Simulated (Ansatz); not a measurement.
**Preparing La2PbS4 (I-42d) as a host crystal**

Aim: the runs on the perfect crystal La2PbS4 (I-42d) that a defect calculation needs first.

Program: Ansatz 0.2.0. Level of theory: plane-wave PAW DFT, PBEsol; relaxation of the host's cell and atoms, in the first sound run; inputs show where later runs differ. Results are calculated unless marked as measured.

Most raw output is cut from this account.

## (1) The structure

It takes space group I-42d (No. 122, tetragonal). The conventional cell has a = 8.824 Å, b = 8.824 Å, c = 8.782 Å, α = 90.00°, β = 90.00°, γ = 90.00°. La has 8 S at 2.91 to 3.20 Å nearest. Pb has 8 S at 2.99 to 3.19 Å nearest. Nearest to S lie 4 La at 2.91 to 3.20 Å and 2 Pb at 2.99 to 3.19 Å. Farther neighbours and most contacts between anions are not listed.

## (2) Host cell relaxation

Cell and atoms are relaxed together, until forces and stress fall under their thresholds.

The input, cell/input.yaml:

```yaml
crystal:
  lattice:
    - [-4.4117568, 4.4117568, 4.3909158]
    - [4.4117568, -4.4117568, 4.3909158]
    - [4.4117568, 4.4117568, -4.3909158]
  atoms:
    - { symbol: La, position: [0.375, 0.26027589, 0.38527589] }
    - { symbol: La, position: [0.875, 0.98972411, 0.61472411] }
    - { symbol: La, position: [0.73972411, 0.125, 0.11472411] }
    - { symbol: La, position: [0.01027589, 0.625, 0.88527589] }
    - { symbol: Pb, position: [0.25, 0.75, 0.5] }
    - { symbol: Pb, position: [0.5, 0.5, 0.0] }
    - { symbol: S, position: [0.26543216, 0.01684924, 0.89970403] }
    - { symbol: S, position: [0.63285479, 0.23315076, 0.74858292] }
    - { symbol: S, position: [0.48456784, 0.88427187, 0.25141708] }
    - { symbol: S, position: [0.76684924, 0.51543216, 0.39970403] }
    - { symbol: S, position: [0.63427187, 0.73456784, 0.75141708] }
    - { symbol: S, position: [0.11572813, 0.36714521, 0.60029597] }
    - { symbol: S, position: [0.98315076, 0.88285479, 0.24858292] }
    - { symbol: S, position: [0.11714521, 0.36572813, 0.10029597] }
basis:
  ecutwfc: 420
  xc_grid: 2
hamiltonian:
  xc: pbesol
kpoints:
  mp_grid: { grid: [5, 5, 5] }
scf:
  occupations: { method: fixed }
  max_iter: 100
relax:
  f_tol: 0.005
  max_steps: 60
  cell: {}
output:
  forces: true
  stress: true
checkpoint:
  write: "../cell.run"
  compress: false
  write_wavefunctions: false
  write_every: 100000
```

The run is started by

```
$ ansatz run input.yaml --threads 4 --pin off --max-ram 7536MiB --backend cpu --events-out ev --progress --plain --runs-dir out
```

Wall time 82 s (4 threads of Arm Neoverse V1, shared host); peak memory 1.1 GiB; 5.3 min of CPU time.

Relaxation path:

```
step  energy less that of the first step (eV)  largest force component (eV/Å)  pressure (GPa)  volume (Å³)
   1                                   0.0000                          0.0451           -3.03       341.85
   2                                   0.0320                          0.1840            4.18       312.08
   3                                  -0.1570                          0.0406           -0.28       328.11
   4                                  -0.1613                          0.0481           -0.16       327.24
   5                                  -0.1635                          0.0103            0.09       325.81
   6                                  -0.1638                          0.0020            0.00       326.24
  7*                                  -0.1632                          0.0020            0.00       326.24
```

Relaxation steps marked * repeat the geometry before them on a plane-wave basis chosen anew for their cell, so energy and pressure can jump there. Relaxation step 2 was tried and not accepted.

Forces are held to the 8 operations that the run works with; a distortion that breaks them can't arise in this run.

```
conventional cell, symmetrised  before  after  change
                         a (Å)   8.824  8.687  -1.5 %
                         b (Å)   8.824  8.687  -1.5 %
                         c (Å)   8.782  8.646  -1.5 %
              volume (Å³/atom)   24.42  23.30  -4.6 %
```

The atoms that moved most (Å, as changes of fractional coordinates times the final cell):

```
atom      dx      dy      dz  length
  S9   0.030  -0.020  -0.025   0.044
  S7   0.030   0.020   0.025   0.044
 S13   0.020  -0.030  -0.025   0.044
  S8  -0.030   0.020  -0.025   0.044
 S14  -0.030  -0.020   0.025   0.044
 S11  -0.020   0.030  -0.025   0.044
 S12  -0.020  -0.030   0.025   0.044
 S10   0.020   0.030   0.025   0.044
```

This step gave:

- pressure: 0.002618 GPa

The relaxation ends with a largest force component of 0.0020 eV/Å and a pressure of 0.00 GPa.

## (3) Dielectric tensors of the host

The response to a uniform electric field gives the electronic dielectric tensor.

This step: plane-wave PAW DFPT, PBEsol; dielectric tensors, Born charges and zone-centre modes of the host (Ansatz 0.2.0).

The input, eps/input.yaml:

```yaml
crystal:
  lattice:
    - [-4.343501773, 4.343501773, 4.3230702818]
    - [4.343501773, -4.343501773, 4.3230702818]
    - [4.343501773, 4.343501773, -4.3230702818]
  atoms:
    - { symbol: La, position: [0.375, 0.259878204, 0.384878204] }
    - { symbol: La, position: [0.875, 0.990121796, 0.615121796] }
    - { symbol: La, position: [0.740121796, 0.125, 0.115121796] }
    - { symbol: La, position: [0.009878204, 0.625, 0.884878204] }
    - { symbol: Pb, position: [0.25, 0.75, 0.5] }
    - { symbol: Pb, position: [0.5, 0.5, 0.0] }
    - { symbol: S, position: [0.2706271131, 0.0231724561, 0.9053922814] }
    - { symbol: S, position: [0.6322198254, 0.2268275439, 0.7474546571] }
    - { symbol: S, position: [0.4793728869, 0.8847651683, 0.2525453429] }
    - { symbol: S, position: [0.7731724561, 0.5206271131, 0.4053922814] }
    - { symbol: S, position: [0.6347651683, 0.7293728869, 0.7525453429] }
    - { symbol: S, position: [0.1152348317, 0.3677801746, 0.5946077186] }
    - { symbol: S, position: [0.9768275439, 0.8822198254, 0.2474546571] }
    - { symbol: S, position: [0.1177801746, 0.3652348317, 0.0946077186] }
basis:
  ecutwfc: 420
hamiltonian:
  xc: pbesol
kpoints:
  mp_grid: { grid: [4, 4, 4] }
scf:
  occupations: { method: fixed }
  max_iter: 100
phonons:
  method: dfpt
  dielectric: true
  rigid_motions: translations
```

It took 12 min on 4 threads; peak memory 4.7 GiB; 47 min of CPU time.

Electronic dielectric tensor:

```
9.97 0.00 0.00
0.00 9.97 0.00
0.00 0.00 9.65
```

Static dielectric tensor:

```
38.65  0.00  0.00
 0.00 38.65  0.00
 0.00  0.00 35.03
```

The principal values of the electronic dielectric tensor are 9.65, 9.97 and 9.97. The principal values of the static dielectric tensor are 35.03, 38.65 and 38.65.

## (4) Primitive cell on a dense mesh

A dense mesh gives the host's converged energy, against which the supercell's sampling is tested.

This step: plane-wave PAW DFT, PBEsol; single point of the host's primitive cell on a dense mesh (Ansatz 0.2.0).

dense/input.yaml, as its differences from eps/input.yaml of step 3:

```diff
@@ -22,2 +22,3 @@
   ecutwfc: 420
+  xc_grid: 2
 hamiltonian:
@@ -25,9 +26,5 @@
 kpoints:
-  mp_grid: { grid: [4, 4, 4] }
+  mp_grid: { grid: [5, 5, 5] }
 scf:
-  occupations: { method: fixed }
-  max_iter: 100
-phonons:
-  method: dfpt
-  dielectric: true
-  rigid_motions: translations
+  occupations: { method: fermi_dirac, width: 0.01 }
+  max_iter: 80
```

It took 12 s on 4 threads; peak memory 1 GiB.

## (5) Self-consistent run

This step: plane-wave PAW DFT, PBEsol; single point of the defect-free supercell, a test of its k-points (Ansatz 0.2.0).

System of this step: La2PbS4 (I-42d). The cell holds 56 atoms: 16 La, 8 Pb and 32 S. Its edges and angles: a = 12.256 Å, b = 12.256 Å, c = 12.285 Å, α = 59.9°, β = 59.9°, γ = 60.2°.

The input, pristine.sampling/input.yaml:

```yaml
crystal:
  lattice:
    - [0.0, 8.687003546, 8.6461405635]
    - [8.687003546, 0.0, 8.6461405635]
    - [8.687003546, 8.687003546, 0.0]
  atoms:
    - { symbol: La, position: [0.120060898, 0.004939102, 0.129939102] }
    - { symbol: La, position: [0.370060898, 0.254939102, 0.379939102] }
    - { symbol: La, position: [0.620060898, 0.504939102, 0.629939102] }
    - { symbol: La, position: [0.870060898, 0.754939102, 0.879939102] }
    - { symbol: La, position: [0.004939102, 0.120060898, 0.745060898] }
    - { symbol: La, position: [0.254939102, 0.370060898, 0.995060898] }
    - { symbol: La, position: [0.504939102, 0.620060898, 0.245060898] }
    - { symbol: La, position: [0.754939102, 0.870060898, 0.495060898] }
[... 44 atom lines left out ...]
    - { symbol: S, position: [0.2233744934, 0.4708291505, 0.2002020373] }
    - { symbol: S, position: [0.4733744934, 0.7208291505, 0.4502020373] }
    - { symbol: S, position: [0.7233744934, 0.9708291505, 0.7002020373] }
    - { symbol: S, position: [0.9733744934, 0.2208291505, 0.9502020373] }
basis:
  ecutwfc: 420
  xc_grid: 2
hamiltonian:
  xc: pbesol
kpoints:
  mp_grid: { grid: [1, 1, 1], shift: [0.25, 0.25, 0.25] }
scf:
  occupations: { method: fermi_dirac, width: 0.01 }
  max_iter: 80
```

It took 18 s on 4 threads; peak memory 2.5 GiB.

This step gave:

- energy over dense mesh: -0.003051 eV/atom

## (6) Defect free supercell relaxed from its symmetric sites

This cell, the one that will hold the defects, is built from the relaxed host. Its coarser k-points can move the atoms a little, so it is relaxed from the symmetric sites, as the reference for the test of stability.

This step: plane-wave PAW DFT, PBEsol; relaxation of the defect-free supercell from its symmetric sites (Ansatz 0.2.0).

pristine.symmetric/input.yaml, as its differences from pristine.sampling/input.yaml of step 5:

```diff
@@ -72 +72,12 @@
   max_iter: 80
+output:
+  forces: true
+relax:
+  f_tol: 0.01
+  max_steps: 60
+  escape_saddle: false
+checkpoint:
+  write: "../pristine.symmetric.run"
+  compress: false
+  write_wavefunctions: false
+  write_every: 100000
```

Run time: 52 s. Hardware: 4 threads; peak memory 2.5 GiB.

The steps of the relaxation:

```
step  energy less that of the first step (eV)  largest force component (eV/Å)
   1                                   0.0000                          0.0556
   2                                   0.0029                          0.0616
   3                                  -0.0061                          0.0100
```

Relaxation step 2 was tried and not accepted.

The run keeps the 8 symmetry operations that it works with, so distortions that break them were not tested.

First to last step the energy falls by 0.006 eV; the largest move, 0.010 Å, is that of S46 and 7 other atoms alike.

## (7) Defect free supercell relaxed from displaced atoms

This step: plane-wave PAW DFT, PBEsol; relaxation of the defect-free supercell from random displacements, a test of the host's stability (Ansatz 0.2.0).

pristine.rattled/input.yaml, as its differences from pristine.symmetric/input.yaml of step 6:

```diff
@@ -76,6 +76,6 @@
   f_tol: 0.01
-  max_steps: 60
-  escape_saddle: false
+  max_steps: 120
+  random_displacement: { amplitude: 0.08, seed: 8918 }
 checkpoint:
-  write: "../pristine.symmetric.run"
+  write: "../pristine.rattled.run"
   compress: false
```

Wall time 2.3 min (4 threads); peak memory 2.5 GiB; 8.9 min of CPU time.

The steps of the relaxation:

```
step  energy less that of the first step (eV)  largest force component (eV/Å)
   1                                   0.0000                          1.1251
   2                                  -0.5038                          1.0157
   3                                  -0.9592                          0.0346
   4                                  -0.9593                          0.0347
   5                                  -0.9023                          0.1598
   6                                  -0.9618                          0.0146
   7                                  -0.9608                          0.0269
   8                                  -0.9621                          0.0038
```

Relaxation steps 5, 7 were tried and not accepted.

The atoms that moved most (Å, from the sites as typed, ahead of the random displacement, the mean shift of all atoms taken out):

```
atom      dx      dy      dz  length
 S48  -0.004  -0.006  -0.013   0.014
 S45  -0.004  -0.005  -0.013   0.014
 S56  -0.006  -0.004  -0.012   0.014
 S54  -0.006  -0.004  -0.012   0.014
 S46  -0.004  -0.006  -0.012   0.014
 S47  -0.004  -0.005  -0.013   0.014
 S55  -0.004  -0.004  -0.012   0.014
 S53  -0.004  -0.004  -0.012   0.014
```

The relaxation ends 17 meV an atom lower than the displaced start, with a largest force component of 0.0038 eV/Å.

## (8) What came out

- primitive cell vectors, lengths: 7.511, 7.511, 7.511 Å
- electronic dielectric constant: principal values (9.65, 9.97, 9.97)
- static dielectric constant: principal values (35.03, 38.65, 38.65)
- gap on the k-mesh of the response run (PBEsol): 2.18 eV
- supercell relaxed in its symmetry less the displaced and relaxed one: 0.001 eV
- energy an atom at one point at (¼, ¼, ¼) less that on the dense mesh: -0.003 eV

Step 7: The energy fell by 0.962 eV from the randomly displaced start; against the sites as typed, S48 ends farthest off, by 0.01 Å, once the mean shift is taken out. The displaced cell ends within 0.01 eV of the symmetric one relaxed in its symmetry, so no lower structure shows in this supercell. The k-mesh can miss the band edges, so this gap is an upper bound at this level. All at zero temperature.

[Logs are printed without paths, hosts, clocks, repeated set-up lines and the standing remarks that a program may print on its own settings, such as how far it seeks lower states.]

[Hosts, paths, dates, database ids (printed as entryN), source tags and the programs' standing remarks are cut or masked in the printed files.]

[Runs of the host that timed out are not shown.]

[For some hosts the program warned that the k-mesh of the response run may be too coarse for force constants and the static dielectric constant; such warnings are not always shown.]
